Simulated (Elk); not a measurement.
## Cr: magnetism against volume

How does volume change the magnetic state of Cr?

Program: Elk 11.2.3 (patched build). Level of theory: PBE; all-electron APW+lo, Dirac cores, scalar-relativistic bands. Results are calculated unless marked as measured.

Most raw output is cut from this account.

**1. The structure**

Symmetry: Im-3m, No. 229, cubic system. Conventional cell: a = 2.969 Å, b = 2.969 Å, c = 2.969 Å, α = 90.00°, β = 90.00°, γ = 90.00°. Nearest to Cr lie 8 Cr at 2.57 Å.

The cell comes from a database of computed structures and need not be the stable phase.

**2. Factor 0.94, start ferro ++**

The series opens at one end, with each start in turn.

All lengths scale alike; the factor is that of the volume. Atoms keep their fractional places. The sphere radii are fixed at values that fit the tightest cell, so that all points share one basis rule.

Moments are seeded by fields in the spheres (the last three columns under atoms), set against the wanted direction and reduced each loop.

The input, elk.in:

```
! muffin-tin radii typed in the species files (bohr): Cr 2.3448
tasks
  0

xctype
  20

rgkmax
  7.0

nempty
  12

swidth
  0.003

reducebf
  0.5

epsengy
  1e-05

maxscl
  100

lmaxi
  2

spinpol
  .true.

sppath
  './'

avec
  5.49587644084 0.00000000000 0.00000000000
  0.00000000000 5.49587644084 0.00000000000
  0.00000000000 0.00000000000 5.49587644084

atoms
  1
  'Cr.in'
  2
  0.0000000000 0.0000000000 0.0000000000   0.000000 0.000000 -0.125000
  0.5000000000 0.5000000000 0.5000000000   0.000000 0.000000 -0.125000

ngridk
  8 8 8
```

Started as:

```
$ OMP_NUM_THREADS=2 elk
```

Run time: 1.7 min. Hardware: 2 threads of Arm Neoverse V1, shared host; peak memory 0.12 GiB; 3.4 min of CPU time.

The moments died away, and this build then starts once more from a stronger push, within the same count of loops. That gave no lower state.

Numbers from this step:

| Item | Value |
| --- | --- |
| final state | non-magnetic |

After 38 cycles the seed has died away: no moment is left.

**3. Factor 0.94, start antiferro +-**

elk.in: that of step 2 with these lines changed.

```diff
@@ -44,3 +44,3 @@
   0.0000000000 0.0000000000 0.0000000000   0.000000 0.000000 -0.125000
-  0.5000000000 0.5000000000 0.5000000000   0.000000 0.000000 -0.125000
+  0.5000000000 0.5000000000 0.5000000000   0.000000 0.000000 0.125000
```

Started as:

```
$ OMP_NUM_THREADS=2 elk
```

The job ended after 55 s (2 threads; peak memory 0.12 GiB; 1.8 min of CPU time).

Spin moment in the muffin-tin sphere by atom:

```tsv
atom	spin moment in the muffin-tin sphere (μB)
Cr1	1.33
Cr2	-1.33
```

Read from the output:

```yaml
density_of_states_at_the_fermi_level: 0.7136 states/eV/cell
moment_between_the_spheres: 0 μB
magnetization: 0 μB
final_state: antiferromagnetic
```

It lies 29.2 meV a seeded atom under the parallel start, and its largest moment is 1.33 μB against 4.7e-7 μB.

**4. Factor 0.94, start no spin polarisation**

elk.in: that of step 3 with these lines changed.

```diff
@@ -16,5 +16,2 @@
 
-reducebf
-  0.5
-
 epsengy
@@ -27,5 +24,2 @@
   2
-
-spinpol
-  .true.
 
@@ -43,4 +37,4 @@
   2
-  0.0000000000 0.0000000000 0.0000000000   0.000000 0.000000 -0.125000
-  0.5000000000 0.5000000000 0.5000000000   0.000000 0.000000 0.125000
+  0.0000000000 0.0000000000 0.0000000000   0.000000 0.000000 0.000000
+  0.5000000000 0.5000000000 0.5000000000   0.000000 0.000000 0.000000
```

Started as:

```
$ OMP_NUM_THREADS=2 elk
```

The job ended after 8.9 s (2 threads; peak memory 0.06 GiB).

Read from the output:

- density of states at the Fermi level: 1.504 states/eV/cell
- final state: non-magnetic (no spin polarisation)

It ends in the same state without moments as the parallel start; the 3.0e-5 meV between them is numerical noise.

**5. Factor 1.1, start ferro ++**

The other end of the series.

The input, elk.in:

```
! muffin-tin radii typed in the species files (bohr): Cr 2.3448
tasks
  0

xctype
  20

rgkmax
  7.0

nempty
  12

swidth
  0.003

reducebf
  0.5

epsengy
  1e-05

maxscl
  100

lmaxi
  2

spinpol
  .true.

sppath
  './'

avec
  5.79151124787 0.00000000000 0.00000000000
  0.00000000000 5.79151124787 0.00000000000
  0.00000000000 0.00000000000 5.79151124787

atoms
  1
  'Cr.in'
  2
  0.0000000000 0.0000000000 0.0000000000   0.000000 0.000000 -0.125000
  0.5000000000 0.5000000000 0.5000000000   0.000000 0.000000 -0.125000

ngridk
  8 8 8
```

Started as:

```
$ OMP_NUM_THREADS=2 elk
```

Run time: 2.2 min. Hardware: 2 threads; peak memory 0.13 GiB.

The moments died away, and this build then starts once more from a stronger push, within the same count of loops. That gave no lower state.

This step gave:

```yaml
final_state: non-magnetic
```

After 47 cycles the seed has died away: no moment is left.

**6. The series**

Largest sphere moment against volume:

```tsv
volume (factor)	ferro ++ (μB)	antiferro +- (μB)
0.9400	4.7e-7	1.33
0.9700	3.3e-7	1.54
1.0000	2.5e-7	1.72
1.0300	8.7e-8	1.88
1.0600	2.8e-7	2.04
1.1000	4.9e-7	2.22
```

Table of energy less that of the parallel start by volume; values in meV a seeded atom:

```tsv
volume (factor)	antiferro +-	no spin polarisation
0.9400	-29.2	3.0e-5
0.9700	-48.3	-6.1e-4
1.0000	-71.8	-0.00111
1.0300	-99.8	-5.5e-4
1.0600	-131	-5.9e-4
1.1000	-179	-4.4e-4
```

Table of energy over the lowest by volume; values in meV an atom:

```tsv
volume (factor)	ferro ++	antiferro +-	no spin polarisation
0.9400	29.2	0	29.2
0.9700	73.1	24.7	73.1
1.0000	125	52.7	125
1.0300	190	90.5	190
1.0600	267	135	267
1.1000	379	201	379
```

**7. Results**

```json
{
  "moment, parallel start": "8.7e-8 to 4.9e-7 μB",
  "states met from spin-polarised starts": "antiferromagnetic and non-magnetic"
}
```

**Reading.** The parallel start holds no moment at any point. The total energy is lowest at an end of the series, so its minimum is not bracketed. The start antiferro +- goes from -29.2 to -179 meV a seeded atom against the parallel start.

[Logs and program files are shortened in this print: banners, set-up blocks, solver, clock and traceback lines can be left out without a mark of their own.]

[Logs are printed without paths, hosts, clocks, repeated set-up lines and the standing remarks that a program may print on its own settings, such as how far it seeks lower states.]

[Hosts, paths, dates, database ids (printed as entryN), source tags and the programs' standing remarks are cut or masked in the printed files.]

[Where a cell is said to come from a database of computed structures, the database is the Materials Project.]
